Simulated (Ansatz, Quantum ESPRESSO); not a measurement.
# Complex bands of KCl, rock salt type, lattice constant set to 6.252 Å, part 2 of 2

Wanted: the complex band structure of KCl, rock salt type, lattice constant set to 6.252 Å, as for a tunnel barrier.

Quantum ESPRESSO 7.5; plane-wave DFT, PBE, GBRV ultrasoft pseudopotentials; cross-check by Ansatz 0.2.0 with PAW datasets.

So far. Step 2 (Ground state): The run needed 11 iterations to bring the estimated error under 1e-09 Ry.

The structure was built from a prototype and need not be the compound's stable phase.

### 6. The same in Ansatz

As a check, the same structure is run in Ansatz.

Level of this step: plane-wave DFT, PBE, Ansatz PAW (Ansatz 0.2.0).

File input.yaml:

```yaml
crystal:
  lattice:
    - [4.420831596, 0.0, 0.0]
    - [0.0, 4.420831596, 0.0]
    - [0.0, 0.0, 6.252]
  atoms:
    - { symbol: K, position: [0.0, 0.0, 0.0] }
    - { symbol: Cl, position: [0.5, 0.5, 0.0] }
    - { symbol: K, position: [0.5, 0.5, 0.5] }
    - { symbol: Cl, position: [0.0, 0.0, 0.5] }
kpoints:
  mp_grid: { grid: [6, 6, 4] }
hamiltonian:
  xc: pbe
scf:
  occupations: { method: fixed }
  convergence: { dr2_threshold: 1.0e-09 }
output:
  transmission:
    leads: [[0, 0]]
    kpoints: [[0, 0], [0.5, 0], [0.5, 0.5], [0.25, 0]]
    e_range: [-2.07, 6.9]
    de: 0.23
```

The run is started by

```sh
$ ansatz run input.yaml --threads 2 --pin off --max-ram 4096MiB --backend cpu --events-out ev --progress --plain --runs-dir out
```

The job ended after 38 s (2 threads of AMD EPYC 7R43, shared host; peak memory 0.56 GiB).

This step gave:

| Quantity | Value |
| --- | --- |
| free energy | -5242.4257 eV |
| gap by band count | 5.258 eV |
| symmetry operations | 32 |
| slowest decay at the grid energy nearest mid-gap | 0.3826 Å⁻¹ |
| peak of the smallest κ at the zone centre | 0.3829 Å⁻¹ |
| peak of the smallest κ at (1/2, 1/2) | 0.5055 Å⁻¹ |
| peak of the smallest κ at (1/4, 0) | 0.4526 Å⁻¹ |
| valence top, on the run's zero | 0.9860 eV |

K across = (0, 0) in the cell's reciprocal vectors; values within 0.0025 1/Å of each other count once, columns are sorted by size at each energy, a dash where no further value was kept. The Im kz of the slowest decaying states by energy, zero at the highest filled level of the SCF mesh:

```
energy (eV)  decay 1 (Å⁻¹)  decay 2 (Å⁻¹)  decay 3 (Å⁻¹)
      -2.07          0.523           1.12              -
      -1.61          0.458           1.05              -
      -1.15          0.356          0.972           1.48
      -0.69          0.853           1.44           1.47
      -0.46          0.315          0.755           1.41
       0.00         4.4e-4          0.444          0.952
       0.46          0.254          0.502          0.570
       0.92          0.322          0.536          0.672
       1.38          0.358          0.558          0.717
       1.84          0.376          0.573          0.738
       2.30          0.383          0.581          0.745
       2.53          0.383          0.583          0.744
       2.99          0.375          0.585          0.738
       3.45          0.358          0.583          0.725
       3.91          0.329          0.578          0.706
       4.37          0.285          0.570          0.682
       4.83          0.210          0.560          0.654
       5.29          0.546          0.618          0.620
       5.52          0.538          0.558          0.601
       5.98          0.412          0.520          0.559
       6.44          0.152          0.500          0.510
       6.90          0.451          0.475          0.551
```

K across = (0, 0) in the cell's reciprocal vectors. Table of Re kz of states that move upwards by energy, zero at the highest filled level of the SCF mesh:

```
energy (eV)  channel 1 (Å⁻¹)  channel 2 (Å⁻¹)
      -2.07                -                -
      -1.61                -                -
      -1.15                -                -
      -0.69           -0.141            0.453
      -0.46           -0.355                -
       0.00                -                -
       0.46                -                -
       0.92                -                -
       1.38                -                -
       1.84                -                -
       2.30                -                -
       2.53                -                -
       2.99                -                -
       3.45                -                -
       3.91                -                -
       4.37                -                -
       4.83                -                -
       5.29           0.0617                -
       5.52            0.181                -
       5.98            0.320                -
       6.44            0.434                -
       6.90           -0.463            0.363
```

K across = (1/2, 0) in the cell's reciprocal vectors; values within 0.0025 1/Å of each other count once, columns are sorted by size at each energy, a dash where no further value was kept. Im kz of the slowest decaying states against energy, zero at the highest filled level of the SCF mesh:

```
energy (eV)  decay 1 (Å⁻¹)  decay 2 (Å⁻¹)  decay 3 (Å⁻¹)
      -2.07          0.484           1.03           1.07
      -1.61          0.389          0.957           1.00
      -1.15          0.160          0.866          0.909
      -0.69          0.222          0.716          0.754
      -0.46          0.305          0.550          0.576
       0.00          0.446          0.640          0.708
       0.46          0.485          0.765          0.822
       0.92          0.514          0.814          0.869
       1.38          0.534          0.837          0.893
       1.84          0.547          0.846          0.903
       2.30          0.554          0.846          0.904
       2.53          0.557          0.844          0.902
       2.99          0.558          0.834          0.895
       3.45          0.556          0.820          0.883
       3.91          0.551          0.801          0.868
       4.37          0.543          0.777          0.848
       4.83          0.532          0.749          0.825
       5.29          0.520          0.713          0.799
       5.52          0.514          0.693          0.785
       5.98          0.501          0.642          0.753
       6.44          0.509          0.555          0.717
       6.90          0.477          0.677           0.81
```

K across = (1/2, 1/2) in the cell's reciprocal vectors; values within 0.0025 1/Å of each other count once, columns are sorted by size at each energy, a dash where no further value was kept. Table of Im kz of the slowest decaying states by energy, zero at the highest filled level of the SCF mesh:

```
energy (eV)  decay 1 (Å⁻¹)  decay 2 (Å⁻¹)  decay 3 (Å⁻¹)
      -2.07          0.543           1.06              -
      -1.61          0.486          0.986              -
      -1.15          0.403          0.879              -
      -0.69          0.165          0.245           1.08
      -0.46           1.11              -              -
       0.00          0.251          0.349           1.15
       0.46          0.373          0.510           1.18
       0.92          0.431          0.574           1.19
       1.38          0.465          0.603           1.19
       1.84          0.486          0.614           1.20
       2.30          0.498          0.612           1.19
       2.53          0.502          0.607           1.19
       2.99          0.506          0.591           1.18
       3.45          0.504          0.568           1.17
       3.91          0.499          0.538           1.16
       4.37          0.490          0.500           1.15
       4.83          0.453          0.477           1.13
       5.29          0.394          0.460           1.11
       5.52          0.359          0.450           1.10
       5.98          0.268          0.426           1.08
       6.44         0.0992          0.396           1.05
       6.90          0.360          0.977           1.03
```

K across = (1/4, 0) in the cell's reciprocal vectors; values within 0.0025 1/Å of each other count once, columns are sorted by size at each energy, a dash where no further value was kept. The Im kz of the slowest decaying states by energy, zero at the highest filled level of the SCF mesh:

```
energy (eV)  decay 1 (Å⁻¹)  decay 2 (Å⁻¹)  decay 3 (Å⁻¹)
      -2.07          0.506           1.07           1.09
      -1.84          0.473           1.04           1.06
      -1.61          0.432           1.00           1.03
      -1.38          0.378          0.965          0.987
      -1.15          0.303          0.919          0.940
      -0.92          0.160          0.863          0.883
      -0.69          0.790          0.806              -
      -0.46          0.680          0.690              -
      -0.23          0.286          0.568          0.734
       0.00          0.195          0.436          0.474
       0.46          0.342          0.526          0.649
       0.69          0.373          0.538          0.690
       0.92          0.396          0.549          0.717
       1.15          0.413          0.559          0.735
       1.38          0.426          0.566          0.748
       1.61          0.436          0.573          0.756
       1.84          0.443          0.578          0.761
       2.07          0.448          0.581          0.763
       2.30          0.451          0.584          0.762
       2.53          0.453          0.586          0.760
       2.76          0.452          0.587          0.756
       2.99          0.450          0.587          0.750
       3.22          0.447          0.586          0.742
       3.45          0.442          0.584          0.734
       3.68          0.435          0.582          0.723
       3.91          0.427          0.578          0.712
       4.14          0.416          0.574          0.699
       4.37          0.403          0.570          0.685
       4.83          0.370          0.559          0.653
       5.06          0.347          0.552          0.634
       5.29          0.319          0.545          0.615
       5.52          0.284          0.536          0.593
       5.75          0.236          0.528          0.571
       5.98          0.164          0.518          0.546
       6.21          0.508          0.520          0.592
       6.44          0.491          0.496          0.569
       6.67          0.461          0.483          0.501
       6.90          0.400          0.427          0.471
```

### 7. Worked from the printed numbers

T falls as exp(−2κd). With κ = 0.382 1/Å, 10 Å of barrier pass exp(−2 × 0.382 × 10) = 4.8e-4 of that channel, interfaces aside.

### 8. Results

| Quantity | Value |
| --- | --- |
| gap on the SCF mesh | 5.26 eV |
| smallest κ at mid-gap among the four k points, at the zone centre | 0.382 Å⁻¹ |
| peak of the smallest κ in the stop band at the zone centre | 0.383 Å⁻¹ |
| peak of the smallest κ in the stop band at (1/2, 1/2) | 0.506 Å⁻¹ |
| peak of the smallest κ in the stop band at (1/4, 0) | 0.453 Å⁻¹ |
| energy of the peak at the zone centre, over the highest filled level | 2.30 eV |
| peak at the zone centre by Ansatz | 0.383 Å⁻¹ |

In words: With a gap of 5.26 eV on the mesh, the smallest κ at mid-gap among the four k points, at the zone centre is 0.382 Å⁻¹ (PBE, GBRV ultrasoft). For a barrier with the Fermi level at mid-gap the slowest state found, at the zone centre, loses a factor of ten in probability every 3.0 Å or so. Stop bands away from the zone centre are mostly wider than the gap, so their peaks can lie above the conduction bottom. At the zone centre pwcond's peak is 0.383 and Ansatz's 0.383 1/Å, 0 % apart. The cell is the a/√2 one, turned by 45°, with two primitive cells, so X along [001] folds onto kz = 0. A semilocal gap is too small, often by a third to a half and by more in narrow-gap crystals, so real barriers decay faster.

[Logs are printed without paths, hosts, clocks, repeated set-up lines and the standing remarks that a program may print on its own settings, such as how far it seeks lower states.]

[Hosts, paths, dates, database ids (printed as entryN), source tags and the programs' standing remarks are cut or masked in the printed files.]

[Maps of the electrostatic potential energy from Ansatz leave out the sawtooth potential of an applied field or a dipole correction, so their vacuum need not be flat; planar profiles and work functions include it.]
